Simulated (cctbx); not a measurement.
# Lattice, Laue class and space group of a new crystal

Cell: a = 4.4360 Å, b = 4.4360 Å, c = 7.0400 Å, α = 90.00°, β = 90.00°, γ = 120.00°. Expected content of the cell: Lu1 Ge2 Sc2.

The data are simulated with cctbx, not measured: synchrotron X-rays, λ = 0.7749 Å, to d = 0.65 Å, 50 % of the full sphere, strongest reflection 5000 counts, noise from counting, a 2 % proportional error and a noise floor of 4 counts (s.d.); no absorption, some extinction.

A first pass over the reflections prints:

```text
866 reflections to d = 0.655 A
centring   violations  <I/sigma> of those
    A        369 of   433     15.2
    B        368 of   436     15.2
    C        379 of   437     15.5
    I        367 of   431     15.3
    R        448 of   569     13.7
    F        558 of   653     15.3
Laue class    unique    Rint  (classes that these axes allow; Friedel mates merged)
P -1              654   0.025
P 1 1 2/m         431   0.359
P -3              298   0.028
P -3 1 m          180   0.394
P -3 m 1          198   0.030
P 6/m             163   0.401
P 6/m m m         120   0.404
space group    extra absences  I>4sigma  <I/sigma>
P 3 2 1                 0          0         -  acentric
P 3 m 1                 0          0         -  acentric
P -3 m 1                0          0         -  centric
Wilson B = 0.66 A^2   <|E^2-1|> = 0.672 (0.968 centric, 0.736 acentric)   E^2>4: 0.0 %
shell (A)         n   <I/sigma>
 7.04 - 1.31     31     39.7
 1.31 - 1.04     24     31.2
 1.04 - 0.91     28     33.8
 0.91 - 0.82     26     28.8
 0.82 - 0.77     19     27.1
 0.77 - 0.72     28     24.0
 0.72 - 0.68     21     26.3
 0.68 - 0.65     21     19.3
```

Q: Read the symmetry from these tables.

Every centring test has many violations, so the lattice is primitive.

Rint stays low (0.025 to 0.030) up to P -3 m 1 and is 0.359 or more in the other classes.

3 settings pass the absence test. No glide or screw absences show, which leaves P 3 2 1, P 3 m 1 and P -3 m 1.

⟨|E²−1|⟩ = 0.672 leans to a non-centrosymmetric structure, or to twinning, which lowers it. Here that hint misleads: the statistic assumes many like atoms on general positions, and few, heavy or special-position atoms break it. The Wilson B of 0.66 Å² means U ≈ 0.0084 Å².

The true group is P-3m1 (no. 164), Laue class -3m, centrosymmetric. The tables only narrow the choice to the tied entries; cell content, site symmetry and trial solutions must settle it.

The model was made for the exercise: a known structure type with other elements put in, its volume estimated, not relaxed; displacement parameters are assumed.

[Logs are printed without paths, hosts, clocks, repeated set-up lines and the standing remarks that a program may print on its own settings, such as how far it seeks lower states.]
